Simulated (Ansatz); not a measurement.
## Mo2N(OH)2 MXene monolayer in a perpendicular field

Aim: how the Mo2N(OH)2 MXene monolayer screens a field along its normal, and what the field does to its bands. A positive field points along +c.

Calculated with Ansatz 0.2.0; plane-wave DFT, PBE-D3(BJ), Ansatz PAW.

### 1. Starting point

The cell holds 7 atoms: 2 H, 2 O, 2 Mo and 1 N. Its edges and angles: a = 2.953 Å, b = 2.953 Å, c = 44.152 Å, α = 90.0°, β = 90.0°, γ = 120.0°. Vacuum lies along c.

### 2. Relaxing the slab

The starting cell is a guess, so the in-plane lattice and the atoms are relaxed first, with the slab cut off from its images along the normal.

Contents of input.yaml:

```yaml
crystal:
  lattice:
    - [2.953236, 0.0, 0.0]
    - [-1.476618, 2.5575773994, 0.0]
    - [0.0, 0.0, 44.1523190102]
  atoms:
    - { symbol: H, position: [0.3333333333, 0.6666666667, 0.4257986992] }
    - { symbol: O, position: [0.3333333333, 0.6666666667, 0.4479945888] }
    - { symbol: Mo, position: [0.6666666667, 0.3333333333, 0.4736079945], spin: 1.0 }
    - { symbol: "N", position: [0.0, 0.0, 0.5] }
    - { symbol: Mo, position: [0.3333333333, 0.6666666667, 0.5263920055], spin: 1.0 }
    - { symbol: O, position: [0.6666666667, 0.3333333333, 0.5520054112] }
    - { symbol: H, position: [0.6666666667, 0.3333333333, 0.5742013008] }
  periodic: [true, true, false]
magnetization:
  spin_polarized: true
kpoints:
  mp_grid: { grid: [12, 12, 1] }
hamiltonian:
  xc: pbe
  dispersion: d3bj
scf:
  occupations: { method: fermi_dirac, width: 0.05 }
  convergence: { dr2_threshold: 1.0e-09 }
relax:
  f_tol: 0.004
  max_steps: 90
  cell: {}
output:
  write_potential: true
  write_density: true
  volumetric_format: npy
```

Command:

```
$ ansatz run input.yaml --threads 2 --pin off --max-ram 3072MiB --backend cpu --events-out ev --progress --plain --runs-dir out
```

Numbers of over 12 decimals in the logs are rounded to 6 here.

What it wrote:

```text
Warning: relax.cell: scf.convergence.dr2_threshold = 1e-9 eV is looser than the 2.55493787526e-10 eV advised for a relaxation that steers and ends on the stress (1e-10 eV for each atom of the cell: 7, times the square of relax.cell.stress_2d_tol = 0.05 N/m over 16.6 Å (the atoms' height at the walk's start and 5 Å past either face), 3.021e-2 GPa, over a crystal's default 0.05). What an SCF threshold leaves in a stress goes as its square root, and in the free energy as the threshold itself, and one threshold admits the most on a small cell: [figures from the program's tests cut] Set scf.convergence.dr2_threshold to 2.55493787526e-10 eV or tighter. [rest of the remark cut]
Engine: ansatz 0.2.0, aarch64-unknown-linux-gnu
Pseudopotentials: kind: paw
Pseudopotential: H, paw, valence charge 1, recommended cutoff 420 eV (normal), H.paw.azcp
Pseudopotential: O, paw, valence charge 6, recommended cutoff 420 eV (normal), O.paw.azcp
Pseudopotential: Mo, paw, valence charge 14, recommended cutoff 420 eV (normal), Mo.paw.azcp
Pseudopotential: N, paw, valence charge 5, recommended cutoff 420 eV (normal), N.paw.azcp
Functional definition: PBE
  parameter kappa = 0.804
  parameter beta = 0.066725
  exchange = pbe_x(kappa = kappa, mu = beta*pi^2/3)
  correlation = pbe_c(beta = beta)
Crystal: 7 atoms, lattice volume = 333.488 Å³
Basis set: ecut = 420 eV, 6387 PW (Γ), exchange–correlation on 40×40×600 points (8 copies of the dense FFT grid, shifted against one another)
Bands: 32, of which v1, the nominal top of the filled ones, is band 24 counted from 1 (23 counted from 0)
Symmetry: 12 space group operations
Space group: P-3m1 (ITA 164), of the structure as read, at distance tolerance 6.9e-5 Å
Magnetic group: BNS 164.85 (UNI 1315), of the structure as read, at distance tolerance 6.9e-5 Å
k-points: 19 of 144
Non-local potential: H, projectors of the file, l = 0: 2, l = 1: 1
Non-local potential: O, projectors of the file, l = 0: 2, l = 1: 2, l = 2: 1
Non-local potential: Mo, projectors of the file, l = 0: 3, l = 1: 2, l = 2: 2, l = 3: 1
Non-local potential: N, projectors of the file, l = 0: 2, l = 1: 2, l = 2: 1
PAW form: soft (Blöchl's): semilocal exchange-correlation on the pseudo side does not see the compensation charge
PAW one-centre angular grid: H, 110 points (default); XC on 64 Gauss nodes
PAW one-centre angular grid: O, 110 points (default); XC on 64 Gauss nodes
PAW one-centre angular grid: Mo, 590 points (default); XC on 64 Gauss nodes
PAW one-centre angular grid: N, 110 points (default); XC on 64 Gauss nodes
Initial density: superposition of atomic densities (neutral atoms: chi_scale 0, normalization atom)
Starting moments: Σ|m| = 2 μB on 2 of 7 sites
Initial wavefunctions: pseudopotential atomic-orbital guess
Functional: x = pbe(κ = 0.804, μ = 0.219515), c = pbe(β = 0.066725)
SCF iter   1: F=—  HF=-11469.312358 eV  |F-HF|=—  |Δ(HF+E_count)|=         —  Δρ=4.25e-2 (↑4.25e-2 ↓3.95e-2)  dr2=2.92e1  dr2_m=7.06e-2  M=1.245 μB ∫|m|=1.255 μB  β_m=0.30  ethr=3.10e-3  ⟨swp⟩=16.7  Hψ=10513  notcnv=0  defer=2
Mixer restart at iter 1: flushing history
preconditioner: auto → LDOS  [metal: Δε(μ)=0.060 eV  Ē_g=11.757 eV  σ=0.050 eV  W_gap=0.27  n_scr=26 (ndim 8)  ℏωp=10.6 eV  f_vac=0.792  D(μ)=3.01/eV (n_scr^D=16)]
spin=Collinear: LDOS preconditioning applied to the charge; magnetization (m = ρ↑ − ρ↓) channel mixes plain (no charge-response kernel on spin).
SCF iter   2: F=—  HF=-11463.965649 eV  |F-HF|=—  |Δ(HF+E_count)|=    5.35e0  Δρ=2.65e-2 (↑2.65e-2 ↓2.39e-2)  dr2=1.11e1  dr2_m=3.93e-2  M=1.187 μB ∫|m|=1.195 μB  β_m=0.49  ethr=3.10e-3  ⟨swp⟩=4.8  Hψ=3388  notcnv=0  defer=52
SCF iter   3: F=—  HF=-11461.651236 eV  |F-HF|=—  |Δ(HF+E_count)|=    2.31e0  Δρ=8.98e-3 (↑8.98e-3 ↓6.46e-3)  dr2=7.46e0  dr2_m=1.38e-2  M=0.948 μB ∫|m|=0.960 μB  β_m=0.63  ethr=3.10e-3  ⟨swp⟩=7.8  Hψ=4386  notcnv=0  defer=60
SCF iter   4: F=—  HF=-11461.414242 eV  |F-HF|=—  |Δ(HF+E_count)|=   2.37e-1  Δρ=5.28e-3 (↑5.28e-3 ↓3.07e-3)  dr2=1.67e0  dr2_m=1.10e-2  M=0.857 μB ∫|m|=0.874 μB  β_m=0.82  ethr=3.10e-3  ⟨swp⟩=4.5  Hψ=2203  notcnv=0  defer=48
SCF iter   5: F=—  HF=-11461.405862 eV  |F-HF|=—  |Δ(HF+E_count)|=   8.38e-3  Δρ=2.07e-3 (↑2.07e-3 ↓1.28e-3)  dr2=1.54e-1  dr2_m=7.39e-3  M=0.609 μB ∫|m|=0.624 μB  β_m=0.91  ethr=3.10e-3  ⟨swp⟩=4.2  Hψ=2567  notcnv=0  defer=51
SCF iter   6: F=—  HF=-11461.442438 eV  |F-HF|=—  |Δ(HF+E_count)|=         —  Δρ=2.67e-3 (↑2.67e-3 ↓2.53e-3)  dr2=2.40e-2  dr2_m=1.98e-2  M=0.184 μB ∫|m|=0.197 μB  β_m=0.91  ethr=3.28e-4  ⟨swp⟩=6.1  Hψ=3272  notcnv=0  defer=57
SCF iter   7: F=—  HF=-11461.438267 eV  |F-HF|=—  |Δ(HF+E_count)|=   4.17e-3  Δρ=5.80e-4 (↑5.80e-4 ↓4.92e-4)  dr2=5.46e-3  dr2_m=6.31e-4  M=0.061 μB ∫|m|=0.064 μB  β_m=0.95  ethr=5.10e-5  ⟨swp⟩=4.8  Hψ=2847  notcnv=0  defer=51
SCF iter   8: F=—  HF=-11461.439345 eV  |F-HF|=—  |Δ(HF+E_count)|=   1.08e-3  Δρ=1.91e-4 (↑1.91e-4 ↓1.64e-4)  dr2=1.14e-3  dr2_m=1.77e-5  M=0.019 μB ∫|m|=0.020 μB  β_m=0.90  ethr=1.16e-5  ⟨swp⟩=5.4  Hψ=3146  notcnv=0  defer=48
SCF iter   9: F=—  HF=-11461.439464 eV  |F-HF|=—  |Δ(HF+E_count)|=   1.19e-4  Δρ=1.00e-4 (↑1.00e-4 ↓7.07e-5)  dr2=4.81e-4  dr2_m=7.99e-6  M=0.012 μB ∫|m|=0.013 μB  β_m=0.94  ethr=2.43e-6  ⟨swp⟩=5.1  Hψ=3040  notcnv=0  defer=43
SCF iter  10: F=—  HF=-11461.439502 eV  |F-HF|=—  |Δ(HF+E_count)|=   3.87e-5  Δρ=3.98e-5 (↑3.26e-5 ↓3.98e-5)  dr2=5.98e-5  dr2_m=2.95e-6  M=0.001 μB ∫|m|=0.004 μB  β_m=0.97  ethr=1.02e-6  ⟨swp⟩=3.2  Hψ=2040  notcnv=0  defer=43
SCF iter  11: F=—  HF=-11461.439452 eV  |F-HF|=—  |Δ(HF+E_count)|=   5.00e-5  Δρ=1.32e-5 (↑1.32e-5 ↓9.42e-6)  dr2=2.25e-6  dr2_m=1.15e-7  M=-0.000 μB ∫|m|=0.000 μB  β_m=0.95  ethr=1.27e-7  ⟨swp⟩=3.3  Hψ=2425  notcnv=0  defer=43
SCF iter  12: F=—  HF=-11461.439453 eV  |F-HF|=—  |Δ(HF+E_count)|=   1.00e-6  Δρ=3.24e-6 (↑3.06e-6 ↓3.24e-6)  dr2=1.51e-7  dr2_m=1.90e-8  M=-0.000 μB ∫|m|=0.000 μB  β_m=0.98  ethr=4.79e-9  ⟨swp⟩=3.8  Hψ=2896  notcnv=0  defer=43
SCF iter  13: F=—  HF=-11461.439454 eV  |F-HF|=—  |Δ(HF+E_count)|=   2.50e-7  Δρ=1.19e-6 (↑1.19e-6 ↓1.10e-6)  dr2=2.82e-8  dr2_m=2.05e-9  M=-0.000 μB ∫|m|=0.000 μB  β_m=0.95  ethr=3.21e-10  ⟨swp⟩=3.7  Hψ=2663  notcnv=0  defer=43
SCF iter  14: F=—  HF=-11461.439454 eV  |F-HF|=—  |Δ(HF+E_count)|=   3.66e-8  Δρ=5.29e-7 (↑4.88e-7 ↓5.29e-7)  dr2=2.97e-9  dr2_m=3.80e-10  M=-0.000 μB ∫|m|=0.000 μB  β_m=0.91  ethr=6.00e-11  ⟨swp⟩=3.4  Hψ=2379  notcnv=0  defer=43
[...]
relax step   7: F+E_penalty+E_count = -11463.57971061 eV  Δ(F+E_penalty+E_count) = +1.745e-4 eV  max|allowed force component| = 5.204e-2 eV/Å  Δτ_max = 0.0049 Å  P = -0.084 N/m  Ω = 301.814 Å³  energy of the carried Pulay correction = +2.588e-2 eV  fix = [c, alpha, beta]  reactions: c -0.000 N/m  (9 SCF iters, accepted)
relax step   8: F+E_penalty+E_count = -11463.57985000 eV  Δ(F+E_penalty+E_count) = -1.394e-4 eV  max|allowed force component| = 1.374e-3 eV/Å  Δτ_max = 0.0020 Å  P = -0.001 N/m  Ω = 301.760 Å³  energy of the carried Pulay correction = +2.592e-2 eV  fix = [c, alpha, beta]  reactions: c -0.000 N/m  (8 SCF iters, accepted)
relax step   9: F+E_penalty+E_count = -11463.56438085 eV  Δ(F+E_penalty+E_count) = +1.547e-2 eV  max|allowed force component| = 2.770e-3 eV/Å  Δτ_max = 0.0000 Å  P = -0.421 N/m  Ω = 301.760 Å³  fix = [c, alpha, beta]  reactions: c -0.000 N/m  stress off target by 4.21e-1 N/m on what of the cell is left free  SCF on the basis re-selected at this cell (its energy is not comparable with the rows above)  (7 SCF iters)
relax step  10: F+E_penalty+E_count = -11463.56515719 eV  Δ(F+E_penalty+E_count) = -7.763e-4 eV  max|allowed force component| = 1.898e-3 eV/Å  Δτ_max = 0.0020 Å  P = +0.026 N/m  Ω = 301.089 Å³  energy of the carried Pulay correction = +5.875e-4 eV  fix = [c, alpha, beta]  reactions: c +0.000 N/m  (9 SCF iters, accepted)
iter 1 solved again at ethr=1.18e-7 eV; its pass at ethr=3.10e-3 eV (dr2=5.55e-5 eV) is discarded
SCF iter   1: F=—  HF=-11463.564593 eV  |F-HF|=—  |Δ(HF+E_count)|=         —  Δρ=4.42e-6 (↑4.42e-6 ↓4.42e-6)  dr2=3.37e-8  dr2_m=4.27e-12  M=-0.000 μB ∫|m|=0.000 μB  β_m=0.65  ethr=1.18e-7  ⟨swp⟩=7.2  Hψ=15722  notcnv=0
preconditioner: auto → LDOS  [metal: Δε(μ)=0.063 eV  Ē_g=10.878 eV  σ=0.050 eV  W_gap=0.30  n_scr=24 (ndim 8)  ℏωp=11.9 eV  f_vac=0.772  D(μ)=3.13/eV (n_scr^D=18)]
spin=Collinear: LDOS preconditioning applied to the charge; magnetization (m = ρ↑ − ρ↓) channel mixes plain (no charge-response kernel on spin).
SCF iter   2: F=—  HF=-11463.564563 eV  |F-HF|=—  |Δ(HF+E_count)|=   3.04e-5  Δρ=1.50e-6 (↑1.50e-6 ↓1.50e-6)  dr2=1.04e-8  dr2_m=1.08e-12  M=-0.000 μB ∫|m|=0.000 μB  β_m=0.57  ethr=7.17e-11  ⟨swp⟩=5.1  Hψ=4040  notcnv=0
SCF iter   3: F=—  HF=-11463.564563 eV  |F-HF|=—  |Δ(HF+E_count)|=   9.16e-9  Δρ=6.68e-7 (↑6.68e-7 ↓6.67e-7)  dr2=8.53e-10  dr2_m=4.60e-13  M=-0.000 μB ∫|m|=0.000 μB  β_m=0.73  ethr=2.21e-11  ⟨swp⟩=2.8  Hψ=2086  notcnv=0
SCF iter   4: F=-11463.564563 eV  HF=-11463.564563 eV  |F-HF|=1.46e-10  |Δ(HF+E_count)|=   2.34e-9  Δρ=1.42e-7 (↑1.40e-7 ↓1.42e-7)  dr2=1.36e-10  dr2_m=4.29e-14  M=-0.000 μB ∫|m|=0.000 μB  ethr=1.82e-12  ⟨swp⟩=14.1  Hψ=10778  notcnv=0
the starting moments were not kept: the SCF closed with an absolute magnetisation of 7.2e-7 μB, where they sum to 2 μB in size (2 sites). That is at most 0.1 of that sum. Measured as dr2_m measures the in/out step, that magnetisation stands 5.0e-14 eV from none, at or under the dr2_threshold of 1.0e-9 eV: it is no larger than a step whose dr2_m would equal this threshold.
SCF 11 converged in 4 iterations: F = -11463.564563 eV  dr2 = 1.36e-10
relax step  11: F+E_penalty+E_count = -11463.56456267 eV  Δ(F+E_penalty+E_count) = +5.945e-4 eV  max|allowed force component| = 1.882e-3 eV/Å  Δτ_max = 0.0000 Å  P = +0.016 N/m  Ω = 301.089 Å³  fix = [c, alpha, beta]  reactions: c +0.000 N/m  stress off target by 1.59e-2 N/m on what of the cell is left free  SCF on the basis re-selected at this cell (its energy is not comparable with the rows above)  (4 SCF iters)
basis re-selected at this cell: Δ(F+E_penalty+E_count) = +5.945e-4 eV, ΔP = -0.010 N/m vs the last step (what re-selecting the basis moved, of the pressure what is left beyond the Pulay correction that the steps carried, after the strain that the cell walked since its last selection, with what the two solves' SCF thresholds leave and, on support functions, any second-order correction that the steps lacked; it is no m [...]
WARN: The output density's exchange-correlation potential varies sharply where the density is thin. Do not read a vacuum level from v_tot or v_xc, or from such a field of the output density. On a cell that repeats whose density bears no net charge and no dipole along the vacuum's axis use v_es (v_loc + v_h of the components); under efield.dipole_correction with no amplitude use v_es + v_field, which holds any externa [...]
SCF converged after 4 iterations
Magnetization: -0.0000 μB (23.5000 up, 23.5000 down)
Absolute magnetization: 0.0000 μB (∫|ρ↑−ρ↓|, with the PAW one-centre terms)
Spin contamination: 0.0000 ħ² per cell (⟨S²⟩ above its minimum at these occupations)
Per-site moments (μB) at R_I (Å): [(1.0398392440052076e-9, 0.403621), (-6.417958089796592e-10, 0.403621), (-1.5738252188051694e-7, 0.892198), (2.3371536766877095e-8, 0.896004), (-1.573825218750204e-7, 0.892198), (-6.417957718103045e-10, 0.403621), (1.0398392420493504e-9, 0.403621)]
Free energy (F): -11463.564563 eV
Harris-Foulkes:  -11463.564563 eV  (|F-HF|=1.46e-10)
Internal energy: -11463.540059 eV  (E = F + TS)
E sigma→0 (E₀):  -11463.552311 eV
Entropy (-TS):   -0.024504 eV (-3.501 meV/atom)
Fermi energy:    -2.397497 eV
--- Per-component energies (eV) ---
  E_band       = -1059.089203
  E_kinetic    = 1397.333737
  E_local      = -257067.932438  (includes V_loc(G=0)·N_el)
  E_nonlocal   = 431.916375
  E_hartree    = 127652.821914
  E_xc         = -591.982896
  E_vxc        = -745.366600  (∫ρ·V_xc dr)
  E_paw        = -6848.086390  (= ΣΔE_a)
  E_vpaw       = -380.690695  (= ΣTr[D̂ρ^β])
  E_aug_tail   = 0.002737  (compensation charges beyond the density's cutoff)
  E_ewald      = 123563.900961
  E_disp       = -1.514059  (pairwise vdW)
  E_smearing   = -0.024504  (= −TS)
  E_closure    = 0.000000  (closes the sum)
  Σ components = -11463.564563   (vs F -11463.564563, Δ=0.00e0)
--- Forces (eV/Å), atoms counted from 1 ---
  atom   1  H      0.00000000     0.00000000    -0.00055844
  atom   2  O     -0.00000000     0.00000000    -0.00046863
  atom   3  Mo     0.00000000     0.00000000     0.00188173
  atom   4  N     -0.00000000     0.00000000     0.00000000
  atom   5  Mo     0.00000000    -0.00000000    -0.00188173
  atom   6  O      0.00000000    -0.00000000     0.00046863
  atom   7  H      0.00000000    -0.00000000     0.00055844
  max |Σ_I F_I| component: 9.25e-18 eV/Å
--- 2D stress c σ (N/m, compression-positive) ---
        0.015867       0.000000       0.000000
       -0.000000       0.015867       0.000000
        0.000000       0.000000       0.000000
  P = ½ c Tr σ = 0.0159 N/m
--- Band table (eV; the first three rows and the last of 38) ---
  k-point 0 ↑: bands = [... 20 lower, -5.7829, -3.8155, -3.7720, -3.7720, -2.7390, -2.7390, -2.5497, -2.5206, ... 4 higher]
  k-point 1 ↑: bands = [... 20 lower, -5.9357, -4.1565, -3.6128, -3.5982, -2.8774, -2.6021, -2.4434, -2.3501, ... 4 higher]
  k-point 2 ↑: bands = [... 20 lower, -5.8468, -4.6163, -3.4470, -3.1401, -3.1295, -2.2289, -2.0531, -1.8614, ... 4 higher]
  k-point 18 ↓: bands = [... 20 lower, -3.4843, -2.9495, -2.9495, -2.6206, -1.3987, -1.3987, 0.2435, 0.2435, ... 4 higher]
  the weakly bound empty levels are not read free of the cell's end (no_gap_told)
--- Relaxed structure (9 steps of the walk, 9 accepted, 2 SCFs on fresh bases) ---
  F+E_penalty+E_count = -11463.56456267 eV   max|allowed force component| = 1.882e-3 eV/Å   (the final SCF, on the basis selected at the relaxed cell)
  cell:  # Å, volume = 301.0886 Å³
    - [2.806113, 0, 0]
    - [-1.403056, 2.430165, 0]
    - [0, 0, 44.1523190102]
  atoms:
    - { symbol: H, position: [0.333333, 0.666667, 0.412614] }
    - { symbol: O, position: [0.333333, 0.666667, 0.434775] }
    - { symbol: Mo, position: [0.666667, 0.333333, 0.467230] }
    - { symbol: N, position: [0, 0, 0.5] }
    - { symbol: Mo, position: [0.333333, 0.666667, 0.532770] }
    - { symbol: O, position: [0.666667, 0.333333, 0.565225] }
    - { symbol: H, position: [0.666667, 0.333333, 0.587386] }
```

Elapsed: 5.3 min, on 2 threads of Arm Neoverse N1, shared host; peak memory 0.77 GiB; 11 min of CPU time.

The steps of the relaxation:

```
step  energy less that of the first step (eV)  largest force component (eV/Å)  volume (Å³)
   1                                   0.0000                          3.2174       333.49
   2                                  -1.1545                          1.5535       339.34
   3                                  -1.7523                          0.5414       327.53
   4                                  -2.1163                          0.3621       307.36
   5                                  -2.1354                          0.2434       301.99
   6                                  -2.1404                          0.0347       301.51
   7                                  -2.1403                          0.0520       301.81
   8                                  -2.1404                          0.0014       301.76
  9*                                  -2.1249                          0.0028       301.76
  10                                  -2.1257                          0.0019       301.09
 11*                                  -2.1251                          0.0019       301.09
```

Relaxation steps marked * repeat the geometry before them on a plane-wave basis chosen anew for their cell, so energy and pressure can jump there.

The run keeps the 12 symmetry operations that it works with, so distortions that break them were not tested.

```
cell as run  before  after  change
      a (Å)   2.953  2.806  -5.0 %
      b (Å)   2.953  2.806  -5.0 %
```

The atoms that moved most (Å, along periodic axes as changes of fractional coordinates times the final cell, across vacuum about the mean position):

```
atom     dx     dy      dz  length
  O6  0.000  0.000   0.584   0.584
  O2  0.000  0.000  -0.584   0.584
  H1  0.000  0.000  -0.582   0.582
  H7  0.000  0.000   0.582   0.582
 Mo5  0.000  0.000   0.282   0.282
 Mo3  0.000  0.000  -0.282   0.282
```

This step gave:

```yaml
energy_at_zero_smearing: -11463.5523 eV
```

The lattice constant a goes from 2.953 to 2.806 Å.

(Part 1 of 2 ends here.)

[Logs are printed without paths, hosts, clocks, repeated set-up lines and the standing remarks that a program may print on its own settings, such as how far it seeks lower states.]

[Hosts, paths, dates, database ids (printed as entryN), source tags and the programs' standing remarks are cut or masked in the printed files.]

[Maps of the electrostatic potential energy from Ansatz leave out the sawtooth potential of an applied field or a dipole correction, so their vacuum need not be flat; planar profiles and work functions include it.]
